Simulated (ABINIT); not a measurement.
Entries from a set of simulations; values are calculated unless marked as measured.

## Ca2H3Br (P-3m1): G0W0 with ABINIT, start to end

It takes space group P-3m1 (No. 164, trigonal). The conventional cell has a = 3.903 Å, b = 3.903 Å, c = 6.854 Å, α = 90.00°, β = 90.00°, γ = 120.00°. Ca has 7 H at 2.27 to 2.59 Å and 3 Br at 3.12 Å nearest. Nearest to H lie 4 Ca at 2.27 to 2.30 Å. Nearest to H lie 6 H at 2.48 Å and 6 Ca at 2.59 Å. Nearest to Br lie 6 Ca at 3.12 Å. Farther neighbours, and contacts between anions beyond the nearest, are not listed.

```xyz
6
Lattice="3.9029 0.0000 0.0000 -1.9515 3.3800 0.0000 0.0000 0.0000 6.8535" Properties=species:S:1:pos:R:3 pbc="T T T"
Ca    1.9515    1.1267    1.2731
Ca    0.0000    2.2534    5.5804
H     1.9515    1.1267    5.8288
H     0.0000    2.2534    1.0248
H     0.0000    0.0000    0.0000
Br    0.0000    0.0000    3.4268
```

* method: RPA screening on LDA, plane waves, norm-conserving pseudopotentials (and 2 further levels or steps)
* program: ABINIT 10.8.3
* settings: cutoff 31 Ha, PseudoDojo scalar-relativistic 0.4.1 standard, norm-conserving, ngkpt (3, 3, 2), nband 74, ecuteps 3.9 Ha, inclvkb 2, shiftk (0, 0, 0), symchi 1, awtr 1, frequency ppm, 3×3×2 k-mesh
* cost: 4 runs, 54 s in all on 8 MPI ranks of Arm Neoverse V1, shared host
* notes: The program’s warnings: nproc spkpt=  >= nkpt= * nsppol=. The cell and positions are those that the Materials Project relaxed with its own functionals (PBE, PBE+U or r2SCAN), kept fixed. Limits: no spin-orbit coupling. Local fields lower the RPA ε∞ on this mesh from 8.79 to 7.96; a Γ-centred mesh this coarse tends to raise both, most where the direct gap is narrow, while a short band sum lowers them. The 3×3×2 mesh is coarse for this cell, which bears on the long-range parts of exchange and screening.
* LDA gap: 1.23 eV, indirect
* G0W0 gap on the mesh: 3.09 eV
* G0W0 gap over the zone (rigid shift): 2.93 eV
* GW settings: 3×3×2 mesh, 74 bands, screening to 106.1 eV, Godby-Needs plasmon pole
* known limits: short of the basis limit; no spin-orbit coupling; coarse k mesh

G0W0 moves the gap on the mesh from 1.39 eV to 3.09 eV (+1.70 eV), with Z of 0.79 and 0.82 at the edges. The mesh misses the band edges by 0.16 eV in all; a rigid shift gives 2.93 eV for the zone.

[Long decimals in the printed logs are rounded to 6 places.]

[Logs are printed without paths, hosts, clocks, repeated set-up lines and the standing remarks that a program may print on its own settings, such as how far it seeks lower states.]

[Paths, hosts, dates, memory and timing lines, banners, echoed tables and standing remarks are left out of the program output; an Ansatz launch command may be rebuilt from the run's recorded settings. Measured values are a selection of at most five: reports struck by readers or far from the other reports are left out. None is set beside runs whose start may be inverted or whose files or cutoffs have a known fault.]

[Runs of the session that timed out or met a known fault of the program may be left out.]

[Hosts, paths, dates, database ids (printed as entryN), source tags and the programs' standing remarks are cut or masked in the printed files.]

[G0W0 gaps are taken among the corrected bands and points alone; a level outside them can change the order at an edge.]

[Where Ansatz stands beside ABINIT at settings called matched, ABINIT's density can come from a denser mesh and the files from another edition; pairs whose starting gaps differed by over 0.03 eV were left out, so agreement reads better than it is.]
